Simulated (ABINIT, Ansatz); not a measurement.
# A GW chain in ABINIT: TiNF (Pmmn), part 2 of 3

Aim: the G0W0 gap of TiNF (Pmmn) on LDA, step by step.

ABINIT 10.8.3; LDA and many-body steps on it, plane waves. Known limits of the many-body steps: not at the basis limit; coarse k mesh.

So far. Step 2 (Ground state): The gap is direct, at Γ.

## Step 3: Bands along the symmetry lines

Level of this step: DFT, LDA, plane waves, norm-conserving pseudopotentials (ABINIT).

Levels along a band path, at the cheap level, show where the edges lie and whether the meshes to come will hold them.

File run.abi:

```
acell 3*1.0 Angstrom
rprim 
  3.062004000000 0.000000000000 0.000000000000
  0.000000000000 3.964387000000 0.000000000000
  0.000000000000 0.000000000000 7.870826000000
ntypat 3
znucl 22 7 9
natom 6
typat 1 1 2 2 3 3
xred 
  0.500000000000 0.000000000000 0.895914000000
  0.000000000000 0.500000000000 0.104086000000
  0.500000000000 0.500000000000 0.939316000000
  0.000000000000 0.000000000000 0.060684000000
  0.000000000000 0.000000000000 0.724624000000
  0.500000000000 0.500000000000 0.275376000000
pp_dirpath "pseudos"
pseudos "Ti.upf, N.upf, F.upf"
ecut 38
iscf -2
irdden 1
kptopt 0
nkpt 100
kpt 
  0.00000000 0.00000000 0.00000000
  0.06250000 0.00000000 0.00000000
  0.12500000 0.00000000 0.00000000
  0.18750000 0.00000000 0.00000000
  0.25000000 0.00000000 0.00000000
  0.31250000 0.00000000 0.00000000
  0.37500000 0.00000000 0.00000000
  0.43750000 0.00000000 0.00000000
  0.50000000 0.00000000 0.00000000
  0.50000000 0.06250000 0.00000000
  0.50000000 0.12500000 0.00000000
  0.50000000 0.18750000 0.00000000
  0.50000000 0.25000000 0.00000000
  0.50000000 0.31250000 0.00000000
  0.50000000 0.37500000 0.00000000
  0.50000000 0.43750000 0.00000000
  0.50000000 0.50000000 0.00000000
  0.43750000 0.50000000 0.00000000
  0.37500000 0.50000000 0.00000000
  0.31250000 0.50000000 0.00000000
  0.25000000 0.50000000 0.00000000
  0.18750000 0.50000000 0.00000000
  0.12500000 0.50000000 0.00000000
  0.06250000 0.50000000 0.00000000
  0.00000000 0.50000000 0.00000000
  0.00000000 0.43750000 0.00000000
  0.00000000 0.37500000 0.00000000
  0.00000000 0.31250000 0.00000000
  0.00000000 0.25000000 0.00000000
  0.00000000 0.18750000 0.00000000
  0.00000000 0.12500000 0.00000000
  0.00000000 0.06250000 0.00000000
  0.00000000 0.00000000 0.00000000
  0.00000000 0.00000000 0.06250000
  0.00000000 0.00000000 0.12500000
  0.00000000 0.00000000 0.18750000
  0.00000000 0.00000000 0.25000000
  0.00000000 0.00000000 0.31250000
  0.00000000 0.00000000 0.37500000
  0.00000000 0.00000000 0.43750000
  0.00000000 0.00000000 0.50000000
  0.06250000 0.00000000 0.50000000
  0.12500000 0.00000000 0.50000000
  0.18750000 0.00000000 0.50000000
  0.25000000 0.00000000 0.50000000
  0.31250000 0.00000000 0.50000000
  0.37500000 0.00000000 0.50000000
  0.43750000 0.00000000 0.50000000
  0.50000000 0.00000000 0.50000000
  0.50000000 0.06250000 0.50000000
  0.50000000 0.12500000 0.50000000
  0.50000000 0.18750000 0.50000000
  0.50000000 0.25000000 0.50000000
  0.50000000 0.31250000 0.50000000
  0.50000000 0.37500000 0.50000000
  0.50000000 0.43750000 0.50000000
  0.50000000 0.50000000 0.50000000
  0.43750000 0.50000000 0.50000000
  0.37500000 0.50000000 0.50000000
  0.31250000 0.50000000 0.50000000
  0.25000000 0.50000000 0.50000000
  0.18750000 0.50000000 0.50000000
  0.12500000 0.50000000 0.50000000
  0.06250000 0.50000000 0.50000000
  0.00000000 0.50000000 0.50000000
  0.00000000 0.43750000 0.50000000
  0.00000000 0.37500000 0.50000000
  0.00000000 0.31250000 0.50000000
  0.00000000 0.25000000 0.50000000
  0.00000000 0.18750000 0.50000000
  0.00000000 0.12500000 0.50000000
  0.00000000 0.06250000 0.50000000
  0.00000000 0.00000000 0.50000000
  0.50000000 0.00000000 0.00000000
  0.50000000 0.00000000 0.06250000
  0.50000000 0.00000000 0.12500000
  0.50000000 0.00000000 0.18750000
  0.50000000 0.00000000 0.25000000
  0.50000000 0.00000000 0.31250000
  0.50000000 0.00000000 0.37500000
  0.50000000 0.00000000 0.43750000
  0.50000000 0.00000000 0.50000000
  0.00000000 0.50000000 0.00000000
  0.00000000 0.50000000 0.06250000
  0.00000000 0.50000000 0.12500000
  0.00000000 0.50000000 0.18750000
  0.00000000 0.50000000 0.25000000
  0.00000000 0.50000000 0.31250000
  0.00000000 0.50000000 0.37500000
  0.00000000 0.50000000 0.43750000
  0.00000000 0.50000000 0.50000000
  0.50000000 0.50000000 0.00000000
  0.50000000 0.50000000 0.06250000
  0.50000000 0.50000000 0.12500000
  0.50000000 0.50000000 0.18750000
  0.50000000 0.50000000 0.25000000
  0.50000000 0.50000000 0.31250000
  0.50000000 0.50000000 0.37500000
  0.50000000 0.50000000 0.43750000
  0.50000000 0.50000000 0.50000000
istwfk *1
nband 31
nbdbuf 2
tolwfr 1e-08
nstep 40
prtwf 0
prtvol 0
indata_prefix "in"
outdata_prefix "out"
tmpdata_prefix "tmp"
```

Run with:

```
OMP_NUM_THREADS=1 mpirun -n 4 abinit run.abi > log
```

Numbers of over 12 decimals in the logs are rounded to 6 here.

The program printed:

```text
.Version 10.8.3 of ABINIT. v10.8.2 released Aug 2026.

 Symmetries : space group Pm m n (# 59); Bravais oP (primitive ortho.)
[... echo of the input left out ...]
== DATASET  1 ==================================================================
-   mpi_nproc: 4, omp_nthreads: 1 (-1 if OMP is not activated)

--- !DatasetInfo
iteration_state: {dtset: 1, }
dimensions: {natom: 6, nkpt: 100, mband: 31, nsppol: 1, nspinor: 1, nspden: 1, mpw: 7264, }
cutoff_energies: {ecut:  38.0, pawecutdg:  -1.0, }
electrons: {nelect:   4.80000000E+01, charge:   0.00000000E+00, occopt:   1.00000000E+00, tsmear:   1.00000000E-02, }

 Real(R)+Recip(G) space primitive vectors, cartesian coordinates (Bohr,Bohr^-1):
 R(1)=  5.7863490  0.0000000  0.0000000  G(1)=  0.1728205  0.0000000  0.0000000
 R(2)=  0.0000000  7.4916057  0.0000000  G(2)=  0.0000000  0.1334827  0.0000000
 R(3)=  0.0000000  0.0000000 14.8737055  G(3)=  0.0000000  0.0000000  0.0672327
 Unit cell volume ucvol=  6.4476093E+02 bohr^3
 Angles (23,13,12)=  9.00000000E+01  9.00000000E+01  9.00000000E+01 degrees

 getcut: wavevector=  0.0000  0.0000  0.0000  ngfft=  36  45  90
         ecut(hartree)=     38.000   => boxcut(ratio)=   2.11651

--- Pseudopotential description ------------------------------------------------
- Ti Generated using ONCVPSP code by D. R. Hamann
- 22.00000  12.00000  180309                  znucl, zion, pspdat
12 -1012 2 -1 1568                            pspcod,pspxc,lmax,lloc,mmax
     nproj     2     2     2
  pspatm : epsatm=   14.84363209
         --- l  ekb(1:nproj) -->
             0   11.277028    1.250396
             1    1.832338   -0.094357
             2   -5.297893   -1.508002
 pspatm: atomic psp has been read  and splines computed

- N Generated using ONCVPSP code by D. R. Hamann
-  7.00000   5.00000  180309                  znucl, zion, pspdat
12 -1012 1 -1 1058                            pspcod,pspxc,lmax,lloc,mmax
     nproj     2     2     0
  pspatm : epsatm=    5.30777321
         --- l  ekb(1:nproj) -->
[...]
pspatm: atomic psp has been read  and splines computed

- F Generated using ONCVPSP code by D. R. Hamann
-  9.00000   7.00000  201202                  znucl, zion, pspdat
12 -1012 2 -1 824                             pspcod,pspxc,lmax,lloc,mmax
     nproj     2     2     1
  pspatm : epsatm=    4.94580260
         --- l  ekb(1:nproj) -->
[...]
2   -2.364936
 pspatm: atomic psp has been read  and splines computed

--------------------------------------------------------------------------------

================================================================================
 prteigrs : about to open file out_EIG
 Non-SCF case, kpt    1 (  0.00000  0.00000  0.00000), residuals and eigenvalues=
  7.43E-09  8.94E-09  7.43E-09  5.86E-09  5.17E-09  3.82E-09  9.65E-09  9.25E-09
[...]
-7.6167E-02 -7.6167E-02 -3.0292E-02 -3.0292E-02 -2.1533E-02 -2.1533E-02
  1.4673E-01  1.4673E-01  1.5205E-01  1.5205E-01  1.7909E-01  1.7909E-01
  2.4493E-01

--- !ResultsGS
iteration_state: {dtset: 1, }
comment   : Summary of ground state results
lattice_vectors:
- [  5.7863490,   0.0000000,   0.0000000, ]
- [  0.0000000,   7.4916057,   0.0000000, ]
- [  0.0000000,   0.0000000,  14.8737055, ]
lattice_lengths: [   5.78635,    7.49161,   14.87371, ]
lattice_angles: [ 90.000,  90.000,  90.000, ] # degrees, (23, 13, 12)
lattice_volume:   6.4476093E+02
convergence: {deltae:  0.000E+00, res2:  0.000E+00, residm:  9.994E-09, diffor:  0.000E+00, }
etotal    :  -1.88904238E+02
entropy   :   0.00000000E+00
fermie    :   7.68222598E-02
cartesian_stress_tensor: null
pressure_GPa: null
xred      :
- [  5.0000E-01,   0.0000E+00,   8.9591E-01, Ti]
- [  0.0000E+00,   5.0000E-01,   1.0409E-01, Ti]
- [  5.0000E-01,   5.0000E-01,   9.3932E-01,  N]
- [  0.0000E+00,   0.0000E+00,   6.0684E-02,  N]
- [  0.0000E+00,   0.0000E+00,   7.2462E-01,  F]
- [  5.0000E-01,   5.0000E-01,   2.7538E-01,  F]
cartesian_forces: null
force_length_stats: {min: null, max: null, mean: null, }

 Integrated electronic density in atomic spheres:
 ------------------------------------------------
 Atom  Sphere_radius  Integrated_density
[...]
================================================================================

 ----iterations are completed or convergence reached----

 Mean square residual over all n,k,spin=   64.401E-10; max=  99.936E-10
 reduced coordinates (array xred) for    6 atoms
[...]
0.000000000000      0.000000000000      0.724624000000
       0.500000000000      0.500000000000      0.275376000000

 cartesian coordinates (angstrom) at end:
    1      1.531002     0.000000     7.051583
    2      0.000000     1.982193     0.819243
    3      1.531002     1.982193     7.393193
    4      0.000000     0.000000     0.477633
    5      0.000000     0.000000     5.703389
    6      1.531002     1.982193     2.167437
 length scales=  1.889726125908  1.889726125908  1.889726125908 bohr
              =  1.000000000000  1.000000000000  1.000000000000 angstroms
 prteigrs : about to open file out_EIG
 Eigenvalues (hartree) for nkpt= 100  k points:
 kpt#   1, nband= 31, wtk=  1.00000, kpt=  0.0000  0.0000  0.0000 (reduced coord)
[...]
kpt#   2, nband= 31, wtk=  1.00000, kpt=  0.0625  0.0000  0.0000 (reduced coord)
[...]
kpt#   3, nband= 31, wtk=  1.00000, kpt=  0.1250  0.0000  0.0000 (reduced coord)
[...]
kpt#  99, nband= 31, wtk=  1.00000, kpt=  0.5000  0.5000  0.4375 (reduced coord)
[...]
0.14674    0.14674    0.15205    0.15205    0.17909    0.17909    0.24493
 kpt# 100, nband= 31, wtk=  1.00000, kpt=  0.5000  0.5000  0.5000 (reduced coord)
[...]
-0.75731   -0.75731   -0.39211   -0.39211   -0.14912   -0.14912   -0.12435   -0.12435
  -0.10353   -0.10353   -0.07617   -0.07617   -0.03029   -0.03029   -0.02153   -0.02153
   0.14673    0.14673    0.15205    0.15205    0.17909    0.17909    0.24493

== END DATASET(S) ==============================================================
================================================================================

 -outvars: echo values of variables after computation  --------
            nband          31
             nkpt         100
          spgroup          59
 [... the other variables as echoed above ...]

 Calculation completed.
```

The job ended after 3.6 min (4 MPI ranks of Arm Neoverse V1, shared host; peak memory 0.64 GiB; 14 min of CPU time).

This step gave:

* gap: 0.6504 eV
* k of the valence top: 0, 0, 0
* k of the conduction bottom: 0, 0, 0
* least direct gap: 0.6504 eV

The gap is 0.650 eV, as in the run before at this level.

Electronic bands along the path, in eV, zero at the top of the highest filled band:

```csv
point,band 21,band 22,band 23,band 24,band 25,band 26,band 27,band 28
Γ,-2.65,-2.62,-1.25,0.00,0.65,1.40,1.56,1.92
halfway,-2.70,-2.16,-1.44,-1.42,1.39,1.77,1.90,2.02
X,-2.96,-2.96,-1.56,-1.56,1.83,1.83,2.02,2.02
halfway,-3.50,-3.50,-1.48,-1.48,1.33,1.33,2.04,2.04
S,-2.92,-2.92,-2.67,-2.67,1.91,1.91,2.05,2.05
halfway,-3.18,-3.18,-2.19,-2.19,1.51,1.51,2.21,2.21
Y,-2.73,-2.73,-2.29,-2.29,1.12,1.12,2.20,2.20
halfway,-2.76,-2.28,-2.02,-1.93,1.28,1.43,1.52,2.19
Γ,-2.65,-2.62,-1.25,0.00,0.65,1.40,1.56,1.92
halfway,-2.67,-2.63,-1.25,0.00,0.65,1.40,1.54,1.92
Z,-2.70,-2.64,-1.25,0.00,0.65,1.40,1.53,1.92
halfway,-2.71,-2.15,-1.46,-1.42,1.39,1.78,1.90,2.03
U,-2.96,-2.96,-1.56,-1.56,1.83,1.83,2.02,2.02
halfway,-3.50,-3.50,-1.48,-1.48,1.33,1.33,2.04,2.04
R,-2.91,-2.91,-2.68,-2.68,1.90,1.90,2.05,2.05
halfway,-3.18,-3.18,-2.20,-2.20,1.51,1.51,2.22,2.22
T,-2.73,-2.73,-2.28,-2.28,1.12,1.12,2.20,2.20
halfway,-2.75,-2.31,-2.02,-1.93,1.28,1.43,1.52,2.19
Z,-2.70,-2.64,-1.25,0.00,0.65,1.40,1.53,1.92
jump to X,-2.96,-2.96,-1.56,-1.56,1.83,1.83,2.02,2.02
halfway,-2.96,-2.96,-1.56,-1.56,1.83,1.83,2.02,2.02
U,-2.96,-2.96,-1.56,-1.56,1.83,1.83,2.02,2.02
jump to Y,-2.73,-2.73,-2.29,-2.29,1.12,1.12,2.20,2.20
halfway,-2.73,-2.73,-2.29,-2.29,1.12,1.12,2.20,2.20
T,-2.73,-2.73,-2.28,-2.28,1.12,1.12,2.20,2.20
jump to S,-2.92,-2.92,-2.67,-2.67,1.91,1.91,2.05,2.05
```

## Step 4: Empty states on the mesh, 4×2×1 mesh, 76 bands

The sums over transitions need many empty states on a uniform mesh; this step solves for them.

File run.abi:

```
acell 3*1.0 Angstrom
rprim 
  3.062004000000 0.000000000000 0.000000000000
  0.000000000000 3.964387000000 0.000000000000
  0.000000000000 0.000000000000 7.870826000000
ntypat 3
znucl 22 7 9
natom 6
typat 1 1 2 2 3 3
xred 
  0.500000000000 0.000000000000 0.895914000000
  0.000000000000 0.500000000000 0.104086000000
  0.500000000000 0.500000000000 0.939316000000
  0.000000000000 0.000000000000 0.060684000000
  0.000000000000 0.000000000000 0.724624000000
  0.500000000000 0.500000000000 0.275376000000
pp_dirpath "pseudos"
pseudos "Ti.upf, N.upf, F.upf"
ecut 38
ngkpt 4 2 1
nshiftk 1
shiftk 0 0 0
kptopt 1
chksymbreak 0
iscf -2
irdden 1
istwfk *1
nband 76
nbdbuf 6
tolwfr 1e-09
nstep 60
prtvol 0
indata_prefix "in"
outdata_prefix "out"
tmpdata_prefix "tmp"
```

The program printed:

```text
.Version 10.8.3 of ABINIT. v10.8.2 released Aug 2026.

 Symmetries : space group Pm m n (# 59); Bravais oP (primitive ortho.)
[... echo of the input left out ...]
== DATASET  1 ==================================================================
-   mpi_nproc: 4, omp_nthreads: 1 (-1 if OMP is not activated)

--- !DatasetInfo
iteration_state: {dtset: 1, }
dimensions: {natom: 6, nkpt: 6, mband: 76, nsppol: 1, nspinor: 1, nspden: 1, mpw: 7264, }
cutoff_energies: {ecut:  38.0, pawecutdg:  -1.0, }
electrons: {nelect:   4.80000000E+01, charge:   0.00000000E+00, occopt:   1.00000000E+00, tsmear:   1.00000000E-02, }

 Real(R)+Recip(G) space primitive vectors, cartesian coordinates (Bohr,Bohr^-1):
 R(1)=  5.7863490  0.0000000  0.0000000  G(1)=  0.1728205  0.0000000  0.0000000
 R(2)=  0.0000000  7.4916057  0.0000000  G(2)=  0.0000000  0.1334827  0.0000000
 R(3)=  0.0000000  0.0000000 14.8737055  G(3)=  0.0000000  0.0000000  0.0672327
 Unit cell volume ucvol=  6.4476093E+02 bohr^3
 Angles (23,13,12)=  9.00000000E+01  9.00000000E+01  9.00000000E+01 degrees

 getcut: wavevector=  0.0000  0.0000  0.0000  ngfft=  36  45  90
         ecut(hartree)=     38.000   => boxcut(ratio)=   2.11651

--- Pseudopotential description ------------------------------------------------
- Ti Generated using ONCVPSP code by D. R. Hamann
- 22.00000  12.00000  180309                  znucl, zion, pspdat
12 -1012 2 -1 1568                            pspcod,pspxc,lmax,lloc,mmax
     nproj     2     2     2
  pspatm : epsatm=   14.84363209
         --- l  ekb(1:nproj) -->
             0   11.277028    1.250396
             1    1.832338   -0.094357
             2   -5.297893   -1.508002
 pspatm: atomic psp has been read  and splines computed

- N Generated using ONCVPSP code by D. R. Hamann
-  7.00000   5.00000  180309                  znucl, zion, pspdat
12 -1012 1 -1 1058                            pspcod,pspxc,lmax,lloc,mmax
     nproj     2     2     0
  pspatm : epsatm=    5.30777321
         --- l  ekb(1:nproj) -->
[...]
pspatm: atomic psp has been read  and splines computed

- F Generated using ONCVPSP code by D. R. Hamann
-  9.00000   7.00000  201202                  znucl, zion, pspdat
12 -1012 2 -1 824                             pspcod,pspxc,lmax,lloc,mmax
     nproj     2     2     1
  pspatm : epsatm=    4.94580260
         --- l  ekb(1:nproj) -->
[...]
2   -2.364936
 pspatm: atomic psp has been read  and splines computed

--------------------------------------------------------------------------------

================================================================================
 prteigrs : about to open file out_EIG
 Non-SCF case, kpt    1 (  0.00000  0.00000  0.00000), residuals and eigenvalues=
  8.02E-10  6.96E-10  5.32E-10  5.37E-10  3.69E-10  5.94E-10  3.78E-10  5.87E-10
  2.07E-10  9.91E-10  2.08E-10  2.63E-10  2.79E-10  3.88E-10  3.78E-10  7.18E-10
  3.66E-10  4.21E-10  2.99E-10  4.49E-10  2.20E-10  2.03E-10  5.02E-10  2.17E-10
[...]
2.34E-07  2.87E-07  2.25E-04  2.76E-04
 -2.0211E+00 -2.0184E+00 -1.1655E+00 -1.1614E+00 -1.1595E+00 -1.1569E+00
 -1.1524E+00 -1.1521E+00 -7.6221E-01 -7.6105E-01 -4.5253E-01 -4.0272E-01
 -1.4068E-01 -1.2498E-01 -1.2323E-01 -1.2017E-01 -9.4285E-02 -8.9409E-02
[...]
9.9209E-01  1.0146E+00  1.0715E+00  1.0762E+00  1.1391E+00  1.1787E+00
  1.1797E+00  1.1919E+00  1.2168E+00  1.2347E+00  1.2444E+00  1.2468E+00
  1.2611E+00  1.2765E+00  1.3038E+00  1.3108E+00
 prteigrs : prtvol=0 or 1, do not print more k-points.

--- !ResultsGS
iteration_state: {dtset: 1, }
comment   : Summary of ground state results
lattice_vectors:
- [  5.7863490,   0.0000000,   0.0000000, ]
- [  0.0000000,   7.4916057,   0.0000000, ]
- [  0.0000000,   0.0000000,  14.8737055, ]
lattice_lengths: [   5.78635,    7.49161,   14.87371, ]
lattice_angles: [ 90.000,  90.000,  90.000, ] # degrees, (23, 13, 12)
lattice_volume:   6.4476093E+02
convergence: {deltae:  0.000E+00, res2:  0.000E+00, residm:  9.986E-10, diffor:  0.000E+00, }
etotal    :  -1.88904238E+02
entropy   :   0.00000000E+00
fermie    :   7.68222598E-02
cartesian_stress_tensor: null
pressure_GPa: null
xred      :
- [  5.0000E-01,   0.0000E+00,   8.9591E-01, Ti]
- [  0.0000E+00,   5.0000E-01,   1.0409E-01, Ti]
- [  5.0000E-01,   5.0000E-01,   9.3932E-01,  N]
- [  0.0000E+00,   0.0000E+00,   6.0684E-02,  N]
- [  0.0000E+00,   0.0000E+00,   7.2462E-01,  F]
- [  5.0000E-01,   5.0000E-01,   2.7538E-01,  F]
cartesian_forces: null
force_length_stats: {min: null, max: null, mean: null, }

 Integrated electronic density in atomic spheres:
 ------------------------------------------------
 Atom  Sphere_radius  Integrated_density
[...]
================================================================================

 ----iterations are completed or convergence reached----

 Mean square residual over all n,k,spin=   47.620E-11; max=  99.857E-11
 reduced coordinates (array xred) for    6 atoms
[...]
0.000000000000      0.000000000000      0.724624000000
       0.500000000000      0.500000000000      0.275376000000

 cartesian coordinates (angstrom) at end:
    1      1.531002     0.000000     7.051583
[...]
6      1.531002     1.982193     2.167437
 length scales=  1.889726125908  1.889726125908  1.889726125908 bohr
              =  1.000000000000  1.000000000000  1.000000000000 angstroms
 prteigrs : about to open file out_EIG
 Eigenvalues (hartree) for nkpt=   6  k points:
 kpt#   1, nband= 76, wtk=  0.12500, kpt=  0.0000  0.0000  0.0000 (reduced coord)
[...]
0.95037    0.96481    0.98246    0.98783    0.99209    1.01462    1.07154    1.07616
   1.13915    1.17865    1.17974    1.19186    1.21678    1.23468    1.24439    1.24678
   1.26111    1.27650    1.30378    1.31075
 prteigrs : prtvol=0 or 1, do not print more k-points.

== END DATASET(S) ==============================================================
================================================================================

 -outvars: echo values of variables after computation  --------
            nband          76
             nkpt           6
          spgroup          59
 [... the other variables as echoed above ...]

 Calculation completed.
```

Elapsed: 34 s, on 4 MPI ranks; peak memory 0.35 GiB; 2.3 min of CPU time.

This step gave:

| Item | Value |
| --- | --- |
| gap | 0.6504 eV |
| k of the valence top | 0, 0, 0 |
| k of the conduction bottom | 0, 0, 0 |
| least direct gap | 0.6504 eV |
| k points computed | 6 |
| lowest point of the top converged band, above the valence top | 28.99 eV |

On this mesh the gap is 0.650 eV.

(Continued in part 3 of 3.)

[Paths, hosts, dates, memory and timing lines, banners, echoed tables and standing remarks are left out of the program output.]

[Logs are printed without paths, hosts, clocks, repeated set-up lines and the standing remarks that a program may print on its own settings, such as how far it seeks lower states.]

[Runs of the session that timed out or met a known fault of the program may be left out.]

[Hosts, paths, dates, database ids (printed as entryN), source tags and the programs' standing remarks are cut or masked in the printed files.]

[G0W0 gaps are taken among the corrected bands and points alone; a level outside them can change the order at an edge.]

[Where Ansatz stands beside ABINIT at settings called matched, ABINIT's density can come from a denser mesh and the files from another edition; pairs whose starting gaps differed by over 0.03 eV were left out, so agreement reads better than it is.]
